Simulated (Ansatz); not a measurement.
# SnH2 (model cell, started as rutile): following an unstable mode, part 2 of 2

Which phase does SnH2 (model cell, started as rutile) fall into along its unstable mode, and how much energy does it gain?

Ansatz 0.2.0; DFT PBE, scalar-relativistic, plane waves, PAW.

So far, highest frequency on path, mesh or solved points (cm⁻¹): step 2 (phonons on a q mesh) 977. Also lowest frequency on the path (cm⁻¹): step 2 -805.

The structure was built from a prototype and need not be the compound's stable phase.

## Step 4: The mode frozen in, largest atomic shift 0.45 Å

The atoms are moved along the unstable eigenvector, the largest shift by 0.45 Å, with the cell fixed.

Input file input.yaml:

```yaml
crystal:
  lattice:
    - [4.8575969519, 0.0, 3.6419952209]
    - [4.8575969519, 0.0, -3.6419952209]
    - [0.0, 4.8575969519, 3.6419952209]
  atoms:
    - { symbol: Sn, position: [0.0, 0.0, 0.0] }
    - { symbol: Sn, position: [0.5, 0.5, 0.0] }
    - { symbol: Sn, position: [0.25, 0.2500973129, 0.5000973129] }
    - { symbol: Sn, position: [0.75, 0.7499026871, 0.4999026871] }
    - { symbol: H, position: [-0.0617793232, 0.3728518407, 0.3110725174] }
    - { symbol: H, position: [0.5617793232, 0.7492931942, 0.3110725174] }
    - { symbol: H, position: [0.0617793232, 0.6271481593, 0.6889274826] }
    - { symbol: H, position: [0.4382206768, 0.2507068058, 0.6889274826] }
    - { symbol: H, position: [0.5610725174, 0.2472266159, 0.1861540985] }
    - { symbol: H, position: [0.0610725174, 0.7527733841, 0.1917008666] }
    - { symbol: H, position: [0.9389274826, 0.2472266159, 0.8082991334] }
    - { symbol: H, position: [0.4389274826, 0.7527733841, 0.8138459015] }
kpoints:
  mp_grid: { grid: [8, 8, 8] }
hamiltonian:
  xc: pbe
scf:
  occupations: { method: methfessel_paxton, width: 0.2 }
output:
  forces: true
  stress: true
  eigenvalues: true
```

On the command line:

```
ansatz run input.yaml --threads 8 --pin off --max-ram 14336MiB --backend cpu --events-out ev --progress --plain --runs-dir out
```

Log:

```text
[...]
Crystal: 12 atoms, lattice volume = 171.875 Å³
Basis set: ecut = 420 eV, 3329 PW (Γ), exchange–correlation on 90×90×90 points (8 copies of the dense FFT grid, shifted against one another)
Bands: 44, of which v1, the nominal top of the filled ones, is band 32 counted from 1 (31 counted from 0)
Symmetry: 8 space group operations
[...]
k-points: 95 of 512
[...]
k-point 0: bands = [... 28 lower, 2.1742, 2.6893, 4.2828, 5.7288, 6.4547, 7.9261, 8.8666, 9.1243, ... 8 higher]
  k-point 1: bands = [... 28 lower, 2.8063, 3.1733, 4.3167, 5.8892, 6.3831, 8.0075, 8.5900, 9.0092, ... 8 higher]
  k-point 2: bands = [... 28 lower, 3.6833, 4.0163, 4.3727, 6.3051, 6.3359, 7.5561, 8.2108, 9.2313, ... 8 higher]
  k-point 94: bands = [... 28 lower, 3.1735, 3.2398, 6.0461, 7.2385, 8.1203, 9.2185, 9.7936, 9.9299, ... 8 higher]
[key lines of the parts left out:]
SCF converged after 8 iterations
Free energy (F): -24218.484035 eV
Fermi energy:    6.679614 eV
P = ⅓ Tr σ = 1.7164 GPa (17.164 kbar)
```

Run time: 9.6 s. Hardware: 8 threads of Arm Neoverse N1, shared host; peak memory 0.98 GiB.

This step gave:

- pressure: 1.716 GPa
- energy from the undistorted cell: -28.38 meV/atom

The energy, extrapolated to zero smearing, is -28.38 meV/atom against the undistorted cell.

The run ends at a pressure of 1.72 GPa, with forces up to 0.40 eV/Å.

## Step 5: Energy along the mode, all amplitudes (two of the runs are shown above)

An imaginary frequency means negative curvature, so the energy should fall and then rise again as anharmonic terms take over.

This step gave:

```yaml
depth_at_the_lowest_point_sampled: 28.38 meV/atom
largest_atomic_shift_at_that_point: 0.45 Å
```

The energy from the parent by largest atomic shift:

```csv
largest atomic shift (Å),energy from the parent (meV/atom)
0.000,0
0.040,-0.596
0.080,-2.31
0.140,-6.56
0.220,-14.1
0.320,-23.4
0.450,-28.4
0.600,-12.8
```

Displacement at unit largest shift by atom:

```csv
atom,x (Å),y (Å),z (Å),size
Sn1,0.00,0.00,0.00,0.00
Sn2,0.00,0.00,0.00,0.00
Sn3,0.00,0.00,0.00,0.00
Sn4,0.00,0.00,0.00,0.00
H5,0.00,0.00,-1.00,1.00
H6,0.00,0.00,1.00,1.00
H7,0.00,0.00,1.00,1.00
H8,0.00,0.00,-1.00,1.00
H9,-0.03,-0.03,0.00,0.04
H10,0.03,0.03,0.00,0.04
H11,-0.03,-0.03,0.00,0.04
H12,0.03,0.03,0.00,0.04
```

The lowest step is at 0.45 Å, 28.4 meV/atom below the parent, and the energy rises beyond it.

## Step 6: Relaxing from the distorted cell

Starting from the lowest point found, all atoms and the cell are let go, so that strain and other modes of the same symmetry can join in.

Changes to input.yaml since step 4:

```diff
@@ -28 +28,6 @@
   eigenvalues: true
+relax:
+  adjacent_minimum: "off"
+  f_tol: 0.002
+  max_steps: 120
+  cell: { stress_tol: 0.03 }
```

Log:

```text
[...]
Crystal: 12 atoms, lattice volume = 171.875 Å³
Basis set: ecut = 420 eV, 3329 PW (Γ), exchange–correlation on 90×90×90 points (8 copies of the dense FFT grid, shifted against one another)
Bands: 44, of which v1, the nominal top of the filled ones, is band 32 counted from 1 (31 counted from 0)
Symmetry: 8 space group operations
[...]
k-points: 95 of 512
[...]
SCF iter   1: F=—  HF=-24218.489531 eV  |F-HF|=—  |Δ(HF+E_count)|=         —  Δρ=2.84e-3  dr2=2.12e-2  ethr=1.77e-3  ⟨swp⟩=7.0  Hψ=18008  notcnv=0
[...]
SCF iter   8: F=-24218.484035 eV  HF=-24218.484035 eV  |F-HF|=7.77e-9  |Δ(HF+E_count)|=   8.02e-8  S|Δr|=    0.00e0  Δρ=2.91e-6  dr2=2.10e-8  ethr=1.56e-10  ⟨swp⟩=10.7  Hψ=18373  notcnv=0
SCF 1 converged in 8 iterations: F = -24218.484035 eV  dr2 = 2.10e-8
[...]
relax step   1: F+E_penalty+E_count = -24218.48403454 eV  Δ(F+E_penalty+E_count) = +0.000e0 eV  max|allowed force component| = 2.851e-1 eV/Å  Δτ_max = 0.0000 Å  P = +1.716 GPa  Ω = 171.875 Å³  (8 SCF iters, dr2 threshold 1.00e-7 eV, accepted)
Crystal: 12 atoms, lattice volume = 180.943 Å³
Basis set: ecut = 420 eV, 3537 PW (Γ), exchange–correlation on 90×90×90 points (8 copies of the dense FFT grid, shifted against one another)
[...]
SCF iter   7: F=-24218.558479 eV  HF=-24218.558478 eV  |F-HF|=5.86e-8  |Δ(HF+E_count)|=   1.36e-6  S|Δr|=    0.00e0  Δρ=5.95e-6  dr2=1.36e-7  ethr=1.87e-9  ⟨swp⟩=6.9  Hψ=16733  notcnv=0
SCF 2 converged in 7 iterations: F = -24218.558479 eV  dr2 = 1.36e-7
relax step   2: F+E_penalty+E_count = -24218.55847852 eV  Δ(F+E_penalty+E_count) = -7.444e-2 eV  max|allowed force component| = 1.257e-1 eV/Å  Δτ_max = 0.0897 Å  P = -1.161 GPa  Ω = 180.943 Å³  energy of the carried Pulay correction = -6.379e-3 eV  (7 SCF iters, dr2 threshold 1.20e-6 eV, accepted)
Crystal: 12 atoms, lattice volume = 175.443 Å³
Basis set: ecut = 420 eV, 3413 PW (Γ), exchange–correlation on 90×90×90 points (8 copies of the dense FFT grid, shifted against one another)
[...]
SCF iter   6: F=-24218.594473 eV  HF=-24218.594472 eV  |F-HF|=3.76e-7  |Δ(HF+E_count)|=   4.19e-6  S|Δr|=    0.00e0  Δρ=1.36e-5  dr2=5.59e-7  ethr=1.87e-9  ⟨swp⟩=8.2  Hψ=18483  notcnv=0
SCF 3 converged in 6 iterations: F = -24218.594473 eV  dr2 = 5.59e-7
relax step   3: F+E_penalty+E_count = -24218.59447257 eV  Δ(F+E_penalty+E_count) = -3.599e-2 eV  max|allowed force component| = 4.877e-2 eV/Å  Δτ_max = 0.0479 Å  P = -0.358 GPa  Ω = 175.443 Å³  energy of the carried Pulay correction = -2.550e-3 eV  (6 SCF iters, dr2 threshold 1.20e-6 eV, accepted)
[...]
relax step   4: F+E_penalty+E_count = -24218.60166487 eV  Δ(F+E_penalty+E_count) = -7.192e-3 eV  max|allowed force component| = 3.024e-2 eV/Å  Δτ_max = 0.0191 Å  P = -0.021 GPa  Ω = 173.157 Å³  energy of the carried Pulay correction = -9.225e-4 eV  (6 SCF iters, dr2 threshold 4.42e-7 eV, accepted)
[...]
relax step   5: F+E_penalty+E_count = -24218.60426001 eV  Δ(F+E_penalty+E_count) = -2.595e-3 eV  max|allowed force component| = 1.266e-2 eV/Å  Δτ_max = 0.0368 Å  P = -0.118 GPa  Ω = 173.046 Å³  energy of the carried Pulay correction = -8.427e-4 eV  (7 SCF iters, dr2 threshold 5.71e-8 eV, accepted)
[...]
relax step   6: F+E_penalty+E_count = -24218.60534832 eV  Δ(F+E_penalty+E_count) = -1.088e-3 eV  max|allowed force component| = 6.450e-3 eV/Å  Δτ_max = 0.0111 Å  P = +0.022 GPa  Ω = 172.439 Å³  energy of the carried Pulay correction = -4.067e-4 eV  (6 SCF iters, dr2 threshold 1.04e-7 eV, accepted)
[...]
relax step   7: F+E_penalty+E_count = -24218.60537032 eV  Δ(F+E_penalty+E_count) = -2.201e-5 eV  max|allowed force component| = 4.757e-4 eV/Å  Δτ_max = 0.0022 Å  P = +0.001 GPa  Ω = 172.527 Å³  energy of the carried Pulay correction = -4.703e-4 eV  (5 SCF iters, dr2 threshold 1.27e-8 eV, accepted)
[...]
SCF iter   6: F=-24218.606885 eV  HF=-24218.606885 eV  |F-HF|=0.00e0  |Δ(HF+E_count)|=  5.09e-11  S|Δr|=    0.00e0  Δρ=7.01e-8  dr2=2.10e-11  ethr=1.00e-12  ⟨swp⟩=6.7  Hψ=14196  notcnv=0
SCF 8 converged in 6 iterations: F = -24218.606885 eV  dr2 = 2.10e-11
relax step   8: F+E_penalty+E_count = -24218.60688539 eV  Δ(F+E_penalty+E_count) = -1.515e-3 eV  max|allowed force component| = 1.099e-3 eV/Å  Δτ_max = 0.0000 Å  P = +0.002 GPa  Ω = 172.527 Å³  stress off target by 2.68e-2 GPa  SCF on the basis re-selected at this cell (its energy is not comparable with the rows above)  (6 SCF iters)
basis re-selected at this cell: Δ(F+E_penalty+E_count) = -1.515e-3 eV, ΔP = +0.001 GPa vs the last step (what re-selecting the basis moved, of the pressure what is left beyond the Pulay correction that the steps carried, after the strain that the cell walked since its last selection, with what the two solves' SCF thresholds leave and, on support functions, any second-order correction that the steps lacked; it is no m [...]
SCF converged after 6 iterations
[...]
Free energy (F): -24218.606885 eV
[...]
Internal energy: -24218.607411 eV  (E = F + TS)
E sigma→0 (E₀):  -24218.607017 eV
Entropy (-TS):   0.000526 eV (0.044 meV/atom)
Fermi energy:    6.442610 eV
[...]
--- Forces (eV/Å), atoms counted from 1 ---
  atom   1  Sn    -0.00000000    -0.00000000    -0.00000000
  atom   2  Sn     0.00000000     0.00000000    -0.00000000
  atom   3  Sn    -0.00016306    -0.00016306     0.00000000
  atom   4  Sn     0.00016306     0.00016306     0.00000000
  atom   5  H      0.00031445     0.00031445     0.00030331
  atom   6  H      0.00031445     0.00031445    -0.00030331
  atom   7  H     -0.00031445    -0.00031445    -0.00030331
  atom   8  H     -0.00031445    -0.00031445     0.00030331
  atom   9  H      0.00109948    -0.00052194     0.00000000
  atom  10  H      0.00052194    -0.00109948     0.00000000
  atom  11  H     -0.00052194     0.00109948     0.00000000
  atom  12  H     -0.00109948     0.00052194     0.00000000
  max |Σ_I F_I| component: 1.08e-19 eV/Å
--- Stress (GPa, compression-positive) ---
       -0.010499      -0.000405       0.000000
       -0.000405      -0.010499      -0.000000
       -0.000000      -0.000000       0.026820
  P = ⅓ Tr σ = 0.0019 GPa (0.019 kbar)
--- Band table (eV; the first three rows and the last of 95) ---
  k-point 0: bands = [... 28 lower, 2.2978, 2.5527, 3.8973, 5.5122, 6.2390, 6.9206, 8.9640, 9.4343, ... 8 higher]
  k-point 1: bands = [... 28 lower, 2.9367, 3.0744, 4.0036, 5.6884, 6.1806, 7.0358, 8.8929, 9.1118, ... 8 higher]
  k-point 2: bands = [... 28 lower, 3.8054, 3.9111, 4.2759, 6.1057, 6.1465, 7.3821, 7.7704, 9.0633, ... 8 higher]
  k-point 94: bands = [... 28 lower, 3.2733, 3.3135, 5.6303, 7.2077, 7.6467, 8.3928, 9.1523, 9.7496, ... 8 higher]
--- Relaxed structure (7 steps of the walk, 7 accepted, 1 SCFs on fresh bases) ---
  F+E_penalty+E_count = -24218.60688539 eV   max|allowed force component| = 1.099e-3 eV/Å   (the final SCF, on the basis selected at the relaxed cell)
  cell:  # Å, volume = 172.5274 Å³
    - [4.759166, -0.041201, 3.808895]
    - [4.759166, -0.041201, -3.808895]
    - [-0.041201, 4.759166, 3.808895]
  atoms:
    - { symbol: Sn, position: [-2.316163e-19, 2.409161e-19, 1.748378e-19] }
    - { symbol: Sn, position: [0.500000, 0.5, 0.0] }
    - { symbol: Sn, position: [0.250000, 0.227838, 0.477838] }
    - { symbol: Sn, position: [0.750000, 0.772162, 0.522162] }
    - { symbol: H, position: [-0.074476, 0.393454, 0.318977] }
    - { symbol: H, position: [0.574476, 0.744501, 0.318977] }
    - { symbol: H, position: [0.074476, 0.606546, 0.681023] }
    - { symbol: H, position: [0.425524, 0.255499, 0.681023] }
    - { symbol: H, position: [0.565080, 0.244660, 0.179580] }
    - { symbol: H, position: [0.065080, 0.755340, 0.190260] }
    - { symbol: H, position: [0.934920, 0.244660, 0.809740] }
    - { symbol: H, position: [0.434920, 0.755340, 0.820420] }
```

Wall time 79 s (8 threads); peak memory 1.1 GiB; 10 min of CPU time.

Relaxation path:

```csv
step,energy less that of the first step (eV),largest force component (eV/Å),pressure (GPa),volume (Å³)
1,0.0000,0.2851,1.72,171.87
2,-0.0744,0.1257,-1.16,180.94
3,-0.1104,0.0488,-0.36,175.44
4,-0.1176,0.0302,-0.02,173.16
5,-0.1202,0.0127,-0.12,173.05
6,-0.1213,0.0065,0.02,172.44
7,-0.1213,0.0005,0.00,172.53
8*,-0.1228,0.0011,0.00,172.53
```

Relaxation steps marked * repeat the geometry before them on a plane-wave basis chosen anew for their cell, so energy and pressure can jump there.

Forces are held to the 8 operations that the program found; a distortion that breaks them can't arise in this run.

```csv
"conventional cell, symmetrised",before,after,change
a (Å),6.870,6.789,-1.2 %
b (Å),7.284,7.618,+4.6 %
c (Å),6.870,6.672,-2.9 %
volume (Å³/atom),14.32,14.38,+0.4 %
```

The atoms that moved most (Å, as changes of fractional coordinates times the final cell):

```csv
atom,dx,dy,dz,length
Sn4,0.105,0.105,0.000,0.149
Sn3,-0.105,-0.105,0.000,0.149
H5,0.037,0.037,-0.097,0.110
H6,0.037,0.037,0.097,0.110
H7,-0.037,-0.037,0.097,0.110
H8,-0.037,-0.037,-0.097,0.110
H12,-0.007,0.031,0.000,0.032
H10,0.031,-0.007,0.000,0.032
```

The relaxed structure:

```cif
data_structure
_symmetry_space_group_name_H-M 'P 1'
_symmetry_Int_Tables_number 1
_cell_length_a 6.0958
_cell_length_b 6.0958
_cell_length_c 6.0958
_cell_angle_alpha 113.639
_cell_angle_beta 67.675
_cell_angle_gamma 77.340
_cell_volume 172.53
loop_
_atom_site_label
_atom_site_type_symbol
_atom_site_fract_x
_atom_site_fract_y
_atom_site_fract_z
_atom_site_occupancy
Sn1 Sn 0.00000 0.00000 0.00000 1
Sn2 Sn 0.50000 0.50000 0.00000 1
Sn3 Sn 0.25000 0.22784 0.47784 1
Sn4 Sn 0.75000 0.77216 0.52216 1
H5 H 0.92552 0.39345 0.31898 1
H6 H 0.57448 0.74450 0.31898 1
H7 H 0.07448 0.60655 0.68102 1
H8 H 0.42552 0.25550 0.68102 1
H9 H 0.56508 0.24466 0.17958 1
H10 H 0.06508 0.75534 0.19026 1
H11 H 0.93492 0.24466 0.80974 1
H12 H 0.43492 0.75534 0.82042 1
```

Numbers from this step:

```yaml
pressure: 0.001941 GPa
volume_per_atom: 14.38 Å³
```

The distorted start has space group Imma; the relaxation ends in Imma.

## Step 7: What came out

| Property | Result |
| --- | --- |
| unstable mode of the parent | q = (-0.5, -0.5, -0.5), 794i cm⁻¹ |
| depth at the lowest point sampled | 28.4 meV/atom |
| largest atomic shift at that point | 0.45 Å |
| space group reached | Imma |
| energy gained over the parent (first relaxation, on the mesh of the frozen mode) | 38.6 meV/atom |
| volume per atom, phase reached | 14.4 Å³ |

Along this mode the structure falls into Imma, 38.6 meV/atom below the parent. At the parent's cell the well is 28.38 meV/atom deep on the steps tried, with its lowest point at a shift of 0.45 Å. Relaxing atoms and cell changes the gain by +10.24 meV/atom against the lowest step (energies at zero smearing). The modes of the phase reached were not computed. Of the 6 patterns followed from this parent, this one ends 110 meV/atom above the lowest, P4_32_12. Each path keeps the symmetry of its pattern, so a lower phase may lie along a pattern not tried. With no gap, or one that is small against the smearing, the frequencies hang on the k mesh and the smearing, most of all near Kohn anomalies. Spin-orbit coupling is left out, which can matter for the heavy elements here. The starting cell was built on a prototype and not taken from a measurement, so the phase need not exist.

[Long decimals in the printed logs are rounded to 6 places.]

[Logs are printed without paths, hosts, clocks, repeated set-up lines and the standing remarks that a program may print on its own settings, such as how far it seeks lower states.]

[Hosts, paths, dates, database ids (printed as entryN), source tags and the programs' standing remarks are cut or masked in the printed files.]

[Where the starting crystal was built by hand or by swapping elements, it need not be the compound's stable phase.]
